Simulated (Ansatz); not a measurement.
**PtC (model cell, started as wurtzite): a soft mode frozen in**

Aim: this structure of PtC (model cell, started as wurtzite) is to be tested for unstable modes, and one is followed downhill.

Program: Ansatz 0.2.0. Level of theory: DFT LDA, scalar-relativistic, plane waves, PAW. Results are calculated unless marked as measured.

The structure was built from a prototype and need not be the compound's stable phase.

### Step 1. Set-up

It takes space group P6_3mc (No. 186, hexagonal). Conventional cell: a = 3.159 Å, b = 3.159 Å, c = 5.778 Å, α = 90.00°, β = 90.00°, γ = 120.00°. Nearest to Pt lie 4 C at 1.99 to 2.08 Å. Nearest to C lie 4 Pt at 1.99 to 2.08 Å. Farther neighbours are not listed.

As a file:

```cif
data_structure
_symmetry_space_group_name_H-M 'P6_3mc'
_symmetry_Int_Tables_number 186
_cell_length_a 3.1587
_cell_length_b 3.1587
_cell_length_c 5.7777
_cell_angle_alpha 90.000
_cell_angle_beta 90.000
_cell_angle_gamma 120.000
_cell_volume 49.92
loop_
_atom_site_label
_atom_site_type_symbol
_atom_site_symmetry_multiplicity
_atom_site_Wyckoff_symbol
_atom_site_fract_x
_atom_site_fract_y
_atom_site_fract_z
_atom_site_occupancy
Pt1 Pt 2 b 0.33333 0.66667 0.00739 1
C1 C 2 b 0.33333 0.66667 0.36761 1
```

### Step 2. The dispersion

Stability and thermal properties need the whole zone. Linear response on a 3×3×2 q mesh gives force constants as far as a supercell of that size would.

Contents of input.yaml:

```yaml
crystal:
  lattice:
    - [3.1586945837, 0.0, 0.0]
    - [-1.5793472918, 2.7355097523, 0.0]
    - [0.0, 0.0, 5.7777226655]
  atoms:
    - { symbol: Pt, position: [0.3333333333, 0.6666666667, 0.0073871745] }
    - { symbol: Pt, position: [0.6666666667, 0.3333333333, 0.5073871745] }
    - { symbol: C, position: [0.3333333333, 0.6666666667, 0.3676128255] }
    - { symbol: C, position: [0.6666666667, 0.3333333333, 0.8676128255] }
kpoints:
  mp_grid: { grid: [15, 15, 8] }
hamiltonian:
  xc: lda
scf:
  occupations: { method: methfessel_paxton, width: 0.15 }
output:
  eigenvalues: true
phonons:
  method: dfpt
  qmesh: [3, 3, 2]
  temperatures: { t_max: 1000, t_step: 50 }
  qpath:
    path:
      - [[0.0, 0.0, 0.0], [0.5, 0.0, 0.0], [0.33333333, 0.33333333, 0.0], [0.0, 0.0, 0.0], [0.0, 0.0, 0.5], [0.5, 0.0, 0.5], [0.33333333, 0.33333333, 0.5], [0.0, 0.0, 0.5]]
      - [[0.5, 0.0, 0.5], [0.5, 0.0, 0.0]]
      - [[0.33333333, 0.33333333, 0.5], [0.33333333, 0.33333333, 0.0]]
    npoints: 10
```

On the command line:

```bash
$ ansatz run input.yaml --threads 4 --pin off --max-ram 7168MiB --backend cpu --events-out ev --progress --plain --runs-dir out
```

Numbers of over 12 decimals in the logs are rounded to 6 here.

Log:

```text
Warning: phonons: the dynamical matrix that this run interpolates holds no multipole term above the dipole-dipole one, and a site of this crystal is no centre of inversion, so its interpolated transverse optical and acoustic branches and sound speeds can stay off near Gamma, and the density of states and the thermodynamics with them. What a run solves at a wave vector of phonons.qpoints, Gamma apart, where the deck admits one, is free of this, and under fd what a larger phonons.supercell samples
Engine: ansatz 0.2.0, x86_64-unknown-linux-gnu
Pseudopotentials: kind: paw
Pseudopotential: Pt, paw, valence charge 18, recommended cutoff 420 eV (normal), Pt.paw.azcp
Pseudopotential: C, paw, valence charge 4, recommended cutoff 420 eV (normal), C.paw.azcp
Functional definition: SPW92
  exchange = slater_x
  correlation = pw_c
Crystal: 4 atoms, lattice volume = 49.923 Å³
Basis set: ecut = 420 eV, 931 PW (Γ), exchange–correlation on 48×48×80 points (8 copies of the dense FFT grid, shifted against one another)
Bands: 27, of which v1, the nominal top of the filled ones, is band 22 counted from 1 (21 counted from 0)
Symmetry: 12 space group operations
k-points: 135 of 1800 (time reversal used)
Non-local potential: Pt, projectors of the file, l = 0: 3, l = 1: 2, l = 2: 2, l = 3: 1
Non-local potential: C, projectors of the file, l = 0: 2, l = 1: 2, l = 2: 1
PAW form: soft (Blöchl's): semilocal exchange-correlation on the pseudo side does not see the compensation charge
PAW frozen core: Pt, regenerated for the run's functional, and the local potential with it (the file was generated under x = pbe(κ = 0.804, μ = 0.219515), c = pbe(β = 0.066725))
PAW frozen core: C, regenerated for the run's functional, and the local potential with it (the file was generated under x = pbe(κ = 0.804, μ = 0.219515), c = pbe(β = 0.066725))
PAW one-centre angular grid: Pt, 590 points (default); XC on 64 Gauss nodes
PAW one-centre angular grid: C, 110 points (default); XC on 64 Gauss nodes
Initial density: superposition of atomic densities (neutral atoms: chi_scale 0, normalization atom), corrected by the library's trained network
Initial wavefunctions: pseudopotential atomic-orbital guess
Functional: x = slater, c = lda
SCF iter   1: F=—  HF=-24972.167742 eV  |F-HF|=—  |Δ(HF+E_count)|=         —  Δρ=1.06e-2  dr2=3.87e-2  ethr=1.77e-3  ⟨swp⟩=5.3  Hψ=14064  notcnv=0
preconditioner: auto → Kerker (q_TF=auto, 2.671 Å⁻¹)  [metal: Δε(μ)=0.006 eV  Ē_g=8.995 eV  σ=0.150 eV  W_gap=0.04  n_scr=22 (ndim 8)  ℏωp=27.8 eV  f_vac=0.001  D(μ)=1.82/eV (n_scr^D=22)]
SCF iter   2: F=—  HF=-24972.159032 eV  |F-HF|=—  |Δ(HF+E_count)|=   8.71e-3  S|Δr|=    0.00e0  Δρ=5.38e-3  dr2=9.87e-3  ethr=8.80e-5  ⟨swp⟩=1.7  Hψ=5879  notcnv=0
SCF iter   3: F=—  HF=-24972.155903 eV  |F-HF|=—  |Δ(HF+E_count)|=   3.13e-3  S|Δr|=    0.00e0  Δρ=9.14e-4  dr2=4.80e-4  ethr=2.24e-5  ⟨swp⟩=2.0  Hψ=5178  notcnv=0
SCF iter   4: F=—  HF=-24972.155795 eV  |F-HF|=—  |Δ(HF+E_count)|=   1.08e-4  S|Δr|=    0.00e0  Δρ=2.23e-4  dr2=2.52e-5  ethr=1.09e-6  ⟨swp⟩=2.1  Hψ=5095  notcnv=0
SCF iter   5: F=—  HF=-24972.155792 eV  |F-HF|=—  |Δ(HF+E_count)|=   3.45e-6  S|Δr|=    0.00e0  Δρ=5.16e-5  dr2=1.40e-6  ethr=5.73e-8  ⟨swp⟩=1.9  Hψ=5118  notcnv=0
SCF iter   6: F=—  HF=-24972.155794 eV  |F-HF|=—  |Δ(HF+E_count)|=   2.52e-6  S|Δr|=    0.00e0  Δρ=1.33e-5  dr2=8.33e-8  ethr=3.17e-9  ⟨swp⟩=2.4  Hψ=5660  notcnv=0
SCF iter   7: F=—  HF=-24972.155794 eV  |F-HF|=—  |Δ(HF+E_count)|=   4.49e-9  S|Δr|=    0.00e0  Δρ=3.15e-6  dr2=5.21e-9  ethr=1.89e-10  ⟨swp⟩=2.7  Hψ=6259  notcnv=0
SCF iter   8: F=—  HF=-24972.155794 eV  |F-HF|=—  |Δ(HF+E_count)|=  2.11e-10  S|Δr|=    0.00e0  Δρ=5.63e-7  dr2=1.37e-10  ethr=1.18e-11  ⟨swp⟩=2.1  Hψ=5400  notcnv=0
SCF iter   9: F=-24972.155794 eV  HF=-24972.155794 eV  |F-HF|=3.64e-12  |Δ(HF+E_count)|=    0.00e0  S|Δr|=    0.00e0  Δρ=1.09e-7  dr2=4.45e-12  ethr=1.00e-12  ⟨swp⟩=7.0  Hψ=16106  notcnv=0
SCF 1 converged in 9 iterations: F = -24972.155794 eV  dr2 = 4.45e-12
  greatest PAW one-centre occupation: 1.000 electrons in one spin orbital (limit 2), on the Pt atom at site 1 (counted from 0), in its partial waves of l = 0
Initial density: read from a saved state, or passed on in memory by an earlier SCF of this step, an earlier step, the calling program or the single point that the run made first
iter 1 solved again at ethr=9.57e-8 eV; its pass at ethr=3.10e-3 eV (dr2=4.21e-5 eV) is discarded
SCF iter   1: F=—  HF=-24972.155792 eV  |F-HF|=—  |Δ(HF+E_count)|=         —  Δρ=5.75e-7  dr2=8.09e-11  ethr=9.57e-8  ⟨swp⟩=3.0  Hψ=23007  notcnv=0
eigensolver tolerance schedule: the retry pair's looser diagonalisation over-reported the residual by 520283.45 of it (diagonalisation noise at an unbounded share of the residual, at the tolerance the schedule requests for it); recorded, not acted on — ethr = c·dr2/N_el stays at c = 1.0e-1
preconditioner: auto → Kerker (q_TF=auto, 2.671 Å⁻¹)  [metal: Δε(μ)=0.011 eV  Ē_g=9.004 eV  σ=0.150 eV  W_gap=0.06  n_scr=22 (ndim 8)  ℏωp=27.8 eV  f_vac=0.000  D(μ)=1.79/eV (n_scr^D=22)]
SCF iter   2: F=—  HF=-24972.155794 eV  |F-HF|=—  |Δ(HF+E_count)|=   2.13e-6  S|Δr|=    0.00e0  Δρ=2.42e-7  dr2=1.30e-11  ethr=1.00e-12  ⟨swp⟩=3.7  Hψ=9988  notcnv=0
SCF iter   3: F=-24972.155794 eV  HF=-24972.155794 eV  |F-HF|=7.28e-12  |Δ(HF+E_count)|=  7.28e-12  S|Δr|=    0.00e0  Δρ=1.62e-7  dr2=6.08e-12  ethr=1.00e-12  ⟨swp⟩=2.8  Hψ=8066  notcnv=0
SCF 2 converged in 3 iterations: F = -24972.155794 eV  dr2 = 6.08e-12
phonons: the bands overlap, so this run is a metal and interpolates without the dipole-dipole term. If the crystal is really an insulator or semiconductor, its LO-TO splitting is missing
NSCF: frozen V_eff on 135 k-points
WARN: eigensolver did not converge (k=133): 1 band(s) unlocked after 20 sweeps at ethr=1.79e-12 eV (storage-precision floor; scheduled 1.00e-12 eV) (lowest unlocked band 26, counted from 0; max residual 2.31e-4 eV among the unlocked bands, 2.31e-4 eV over every band; other slots of this pass that fall short are told together in one closing line; warning suppressed until the next SCF loop or pass starts)
WARN: eigensolver did not converge in 2 slots of this pass, the one above among them; of largest residual over every band (k=134): 1 band(s) unlocked (lowest unlocked band 26, counted from 0; max residual 3.90e-3 eV among the unlocked bands, 3.90e-3 eV over every band); of lowest unlocked band (k=133): band 26
NSCF: frozen V_eff on 488 k-points
DFPT response loops at q = (0, 0, 0) (fractional): preconditioner auto → Kerker (q_TF=auto, 2.671 Å⁻¹) (partly filled bands, converged f_vac=0.000); β = 1.00, the filter's whole step (`scf.mixing.beta` (0.50) is not read by the response loops under this deck's `scf.mixing.preconditioner`; to damp them name `kerker` or `kerker_dos`, under which they read `scf.mixing.beta`, and type it under 1.00, their step now; both keys bind the ground state too); Broyden in place of MSR1
NSCF: frozen V_eff on 976 k-points
DFPT response loops at q = (0, 0, -0.5) (fractional): mixed as the last ones told, above
NSCF: frozen V_eff on 1920 k-points
DFPT response loops at q = (0, 0.333333, 0) (fractional): mixed as the last ones told, above
NSCF: frozen V_eff on 1920 k-points
DFPT response loops at q = (0, 0.333333, -0.5) (fractional): mixed as the last ones told, above
NSCF: frozen V_eff on 1830 k-points
DFPT response loops at q = (0.333333, 0.333333, 0) (fractional): mixed as the last ones told, above
NSCF: frozen V_eff on 1830 k-points
DFPT response loops at q = (0.333333, 0.333333, -0.5) (fractional): mixed as the last ones told, above
SCF converged after 9 iterations
Stability not checked: this state was not tested for a lower state beside it, because cold or Methfessel-Paxton smearing, or corrected tetrahedra, fill the levels in a way that the test cannot read (fill_not_monotonic; see scf.lower_state_search)
Free energy (F): -24972.155794 eV
Harris-Foulkes:  -24972.155794 eV  (|F-HF|=3.64e-12)
Internal energy: -24972.154306 eV  (E = F + TS)
E sigma→0 (E₀):  -24972.155422 eV
Entropy (-TS):   -0.001488 eV (-0.372 meV/atom)
Fermi energy:    17.025761 eV
--- Per-component energies (eV) ---
  E_band       = -471.353305
  E_kinetic    = 1448.595769
  E_local      = -4029.184251  (includes V_loc(G=0)·N_el)
  E_nonlocal   = 467.358694
  E_hartree    = 1484.453919
  E_xc         = -615.278345
  E_vxc        = -722.859930  (∫ρ·V_xc dr)
  E_paw        = -18537.296879  (= ΣΔE_a)
  E_vpaw       = -604.171836  (= ΣTr[D̂ρ^β])
  E_aug_tail   = 0.000408  (compensation charges beyond the density's cutoff)
  E_ewald      = -5191.857025
  E_core_change = 1.053404  (= ΣΔE_core)
  E_smearing   = -0.001488  (= −TS)
  E_closure    = -0.000000  (closes the sum)
  Σ components = -24972.155794   (vs F -24972.155794, Δ=0.00e0)
--- Band table (eV; the first three rows and the last of 135) ---
  k-point 0: bands = [... 18 lower, 13.5796, 13.5796, 14.2342, 19.7235, 19.7554, 19.7554, 21.6543, 22.0061, ... 1 higher]
  k-point 1: bands = [... 18 lower, 13.5548, 13.5548, 14.5522, 19.6574, 19.8203, 19.8203, 21.6557, 21.8956, ... 1 higher]
  k-point 2: bands = [... 18 lower, 13.4800, 13.4800, 15.3767, 19.3585, 20.0147, 20.0147, 21.5964, 21.5964, ... 1 higher]
  k-point 134: bands = [... 18 lower, 13.9751, 13.9751, 15.5927, 15.5927, 16.6773, 16.6773, 18.6087, 18.6087, ... 1 higher]
--- Phonons (Γ-DFPT): 4 representative perturbations + reference (Σ response iterations 14) ---
  ASR residual: 3.152e-5 → 0.000e0 eV/Å²; symmetrization residual: 6.069e-7 eV/Å²
  ASR residual per site (eV/Å²): 3.15e-5 3.15e-5 8.39e-6 8.39e-6
  Γ frequencies (cm⁻¹): 0.00 0.00 0.00 58.55 58.55 143.24 466.56 551.51 551.51 553.23 553.23 573.23
--- Phonons (arbitrary-q DFPT): 6 irreducible q on the 3×3×2 mesh ---
  q = [0.0000, 0.0000, 0.0000] (star 1, of the zone-centre solve; hermiticity 7.96e-8, symmetrization 6.00e-11): -0.00 -0.00 -0.00 58.55 58.55 143.24 466.56 551.51 551.51 553.23 553.23 573.23
  q = [0.0000, 0.0000, -0.5000] (star 1, 4 solved perturbations in 1360 linear systems a pass and spin channel, the states on 488 of 1800 k-point pairs; hermiticity 6.58e-5, symmetrization 2.24e-5): 38.69 38.69 38.69 38.69 121.63 121.63 566.96 566.96 566.96 566.96 603.06 603.06
  q = [0.0000, 0.3333, 0.0000] (star 6, 12 solved perturbations on 960 of 1800 k-point pairs; hermiticity 2.26e-7, symmetrization 4.08e-8): -94.39 23.66 64.90 68.93 123.98 149.39 459.36 521.09 539.68 543.20 595.40 629.03
  q = [0.0000, 0.3333, -0.5000] (star 6, 12 solved perturbations on 960 of 1800 k-point pairs; hermiticity 2.85e-7, symmetrization 2.66e-8): 58.36 58.36 65.61 65.61 132.97 132.97 523.87 523.87 551.56 551.56 609.50 609.50
  q = [0.3333, 0.3333, 0.0000] (star 2, 4 solved perturbations in 2476 linear systems a pass and spin channel, the states on 915 of 1800 k-point pairs; hermiticity 1.73e-7, symmetrization 2.38e-8): -35.70 -35.70 86.39 86.51 143.31 143.31 472.60 472.60 568.30 581.96 613.65 613.65
  q = [0.3333, 0.3333, -0.5000] (star 2, 4 solved perturbations in 2476 linear systems a pass and spin channel, the states on 915 of 1800 k-point pairs; hermiticity 1.68e-5, symmetrization 7.95e-6): 82.83 82.83 95.23 95.23 133.38 133.38 501.21 501.21 591.58 591.58 596.93 596.93
  sum rule: each row above includes the acoustic sum rule's correction from the zone centre's row sums; it moved no ω² by more than (0.44 cm⁻¹)²
  mesh force constants: q→R imaginary residual 1.37e-16; ASR residual 3.152e-5 → 0.000e0 eV/Å²; symmetrization residual 1.421e-14 eV/Å²
  interpolated dispersion: 93 rows × 12 modes
  density of states and harmonic sums: on the 24×24×12 q-mesh, interpolated from the force constants of a 3×3×2 supercell (no non-analytic term)
  largest difference from the sums on the solved wave vectors: F 1.80e-2 eV, S 2.21e-5 and C_V 6.02e-6 eV/K
  zero-point energy: 0.236009 eV/cell   skipped modes (ω ≤ 0): 282, of them read as no rigid motion or as one in doubt: 279 (6.745e-1 modes/cell left out, lowest -94.39 cm⁻¹)   left out of the sums: 5.62e-2 of the cell's modes: C_V's classical limit lies that fraction below 3 k_B per atom; for a crystal, a wire or a layer, F and S can be off by more, and a phonons.interpolated_qmesh denser along its periods is the remedy for the sampling
```

The job ended after 11 min (4 threads of Intel Xeon Platinum 8488C (Sapphire Rapids), shared host; peak memory 3.1 GiB).

In the SCF lines HF is the Harris–Foulkes energy and dr2 the Hartree energy of the density residual, in eV; the loop may stop once dr2 is under the threshold and the program's other checks hold. Hψ counts applications of the Hamiltonian.

This step gave:

* volume per atom: 12.48 Å³
* gap on the k-mesh: 0 eV
* sum-rule residual before enforcement: 3.15e-5 eV/Å²
* lowest frequency on the path: -94.50 cm⁻¹
* point group: 6mm
* highest frequency on the path or at a solved wavevector: 645.1 cm⁻¹
* highest optical mode at the zone centre (no LO-TO term): 573.2 cm⁻¹
* lowest optical zone-centre mode: 58.55 cm⁻¹
* lowest mode on the q mesh (acoustic modes at Γ apart): -94.39 cm⁻¹

Frequencies (cm⁻¹) solved at each irreducible wavevector; negative means imaginary. Frequencies by wavevector, by row:

```csv
q in reciprocal lattice units,star,mode 1,mode 2,mode 3,mode 4,mode 10,mode 11,mode 12
0 0 0,1,0,0,0,58.5,553.2,553.2,573.2
0 0 -0.5,1,38.7,38.7,38.7,38.7,567,603.1,603.1
0 0.3333 0,6,-94.4,23.7,64.9,68.9,543.2,595.4,629
0 0.3333 -0.5,6,58.4,58.4,65.6,65.6,551.6,609.5,609.5
0.3333 0.3333 0,2,-35.7,-35.7,86.4,86.5,582,613.6,613.6
0.3333 0.3333 -0.5,2,82.8,82.8,95.2,95.2,591.6,596.9,596.9
```

Interpolated from a 3×3×2 q mesh. The phonon branches at the labelled points (cm⁻¹):

```csv
point,branch 1,branch 2,branch 3,branch 4,branch 9,branch 10,branch 11,branch 12
Γ,0,0,0,58,552,553,553,573
halfway,-91,30,58,64,543,545,580,609
M,-85,-30,71,71,540,540,613,645
halfway,-69,-21,79,79,554,560,610,635
K,-36,-36,86,86,568,582,614,614
halfway,-92,30,67,68,549,549,588,613
Γ,0,0,0,58,552,553,553,573
halfway,20,20,53,53,559,560,560,598
A,39,39,39,39,567,567,603,603
halfway,53,53,60,60,555,555,596,596
L,61,61,70,70,550,550,625,625
halfway,73,73,84,84,566,566,616,616
H,83,83,95,95,592,592,597,597
halfway,55,55,69,69,565,565,595,595
A,39,39,39,39,567,567,603,603
jump to L,61,61,70,70,550,550,625,625
halfway,-53,49,70,70,545,545,615,639
M,-85,-30,71,71,540,540,613,645
jump to H,83,83,95,95,592,592,597,597
halfway,50,50,91,91,579,588,606,606
K,-36,-36,86,86,568,582,614,614
```

Symmetry leaves 6 wavevectors to solve. The lowest mode among them, the acoustic zeros apart, lies at q = (0, 0.333, 0) and is imaginary, 94.4i cm⁻¹, so the energy falls along it.

### Step 3. The mode frozen in, largest atomic shift 0 Å

The mode followed lies at q = (0.333, 0.333, 0) with frequency 35.7i cm⁻¹ and is 2-fold degenerate, one of the unstable modes though not the softest. At small amplitude the distorted cell has space group no. 36 by a symmetry search on the positions. The undistorted cell that holds it gives the zero of energy on the same k mesh.

System of this step: PtC (model cell, started as wurtzite). The structure is hexagonal, space group P6_3mc (No. 186). Conventional cell: a = 3.159 Å, b = 3.159 Å, c = 5.778 Å, α = 90.00°, β = 90.00°, γ = 120.00°. Pt has 4 C at 1.99 to 2.08 Å nearest. Nearest to C lie 4 Pt at 1.99 to 2.08 Å. Farther neighbours are not listed.

Contents of input.yaml:

```yaml
crystal:
  lattice:
    - [4.7380418755, 2.7355097523, 0.0]
    - [0.0, 5.4710195045, 0.0]
    - [0.0, 0.0, 5.7777226655]
  atoms:
    - { symbol: Pt, position: [0.0, 0.3333333333, 0.0073871745] }
    - { symbol: Pt, position: [0.3333333333, 0.6666666667, 0.0073871745] }
    - { symbol: Pt, position: [0.6666666667, 1.0, 0.0073871745] }
    - { symbol: Pt, position: [0.3333333333, 1.0, 0.5073871745] }
    - { symbol: Pt, position: [0.6666666667, 0.3333333333, 0.5073871745] }
    - { symbol: Pt, position: [1.0, 0.6666666667, 0.5073871745] }
    - { symbol: C, position: [0.0, 0.3333333333, 0.3676128255] }
    - { symbol: C, position: [0.3333333333, 0.6666666667, 0.3676128255] }
    - { symbol: C, position: [0.6666666667, 1.0, 0.3676128255] }
    - { symbol: C, position: [0.3333333333, 1.0, 0.8676128255] }
    - { symbol: C, position: [0.6666666667, 0.3333333333, 0.8676128255] }
    - { symbol: C, position: [1.0, 0.6666666667, 0.8676128255] }
kpoints:
  mp_grid: { grid: [9, 9, 6] }
hamiltonian:
  xc: lda
scf:
  occupations: { method: methfessel_paxton, width: 0.15 }
output:
  forces: true
  stress: true
  eigenvalues: true
```

Log:

```text
[...]
Crystal: 12 atoms, lattice volume = 149.770 Å³
Basis set: ecut = 420 eV, 2893 PW (Γ)
Bands: 80, of which v1, the nominal top of the filled ones, is band 66 counted from 1 (65 counted from 0)
Symmetry: 36 space group operations
[...]
k-points: 48 of 486 (time reversal used)
[...]
k-point 0: bands = [... 62 lower, 15.1198, 17.1287, 17.1287, 17.1287, 17.1287, 17.9229, 17.9229, 17.9229, ... 10 higher]
  k-point 1: bands = [... 62 lower, 15.3586, 16.7155, 16.7155, 16.7155, 16.7155, 17.8723, 17.8723, 18.1901, ... 10 higher]
  k-point 2: bands = [... 62 lower, 16.0159, 16.0159, 16.0159, 16.0159, 16.0865, 17.3663, 17.3663, 18.4952, ... 10 higher]
  k-point 47: bands = [... 62 lower, 16.3867, 16.3867, 16.3867, 16.3867, 18.3641, 18.3641, 18.3641, 18.3641, ... 10 higher]
[key lines of the parts left out:]
SCF converged after 7 iterations
Free energy (F): -74916.471024 eV
Fermi energy:    17.034314 eV
P = ⅓ Tr σ = -0.1916 GPa (-1.916 kbar)
```

The job ended after 6.6 s (4 threads; peak memory 0.78 GiB).

Numbers from this step:

- pressure: -0.1916 GPa
- energy from the undistorted cell: 0 meV/atom

The run ends at a pressure of -0.19 GPa, with forces up to 0.041 eV/Å.

(Continued in part 2 of 2.)

[Logs are printed without paths, hosts, clocks, repeated set-up lines and the standing remarks that a program may print on its own settings, such as how far it seeks lower states.]

[Hosts, paths, dates, database ids (printed as entryN), source tags and the programs' standing remarks are cut or masked in the printed files.]
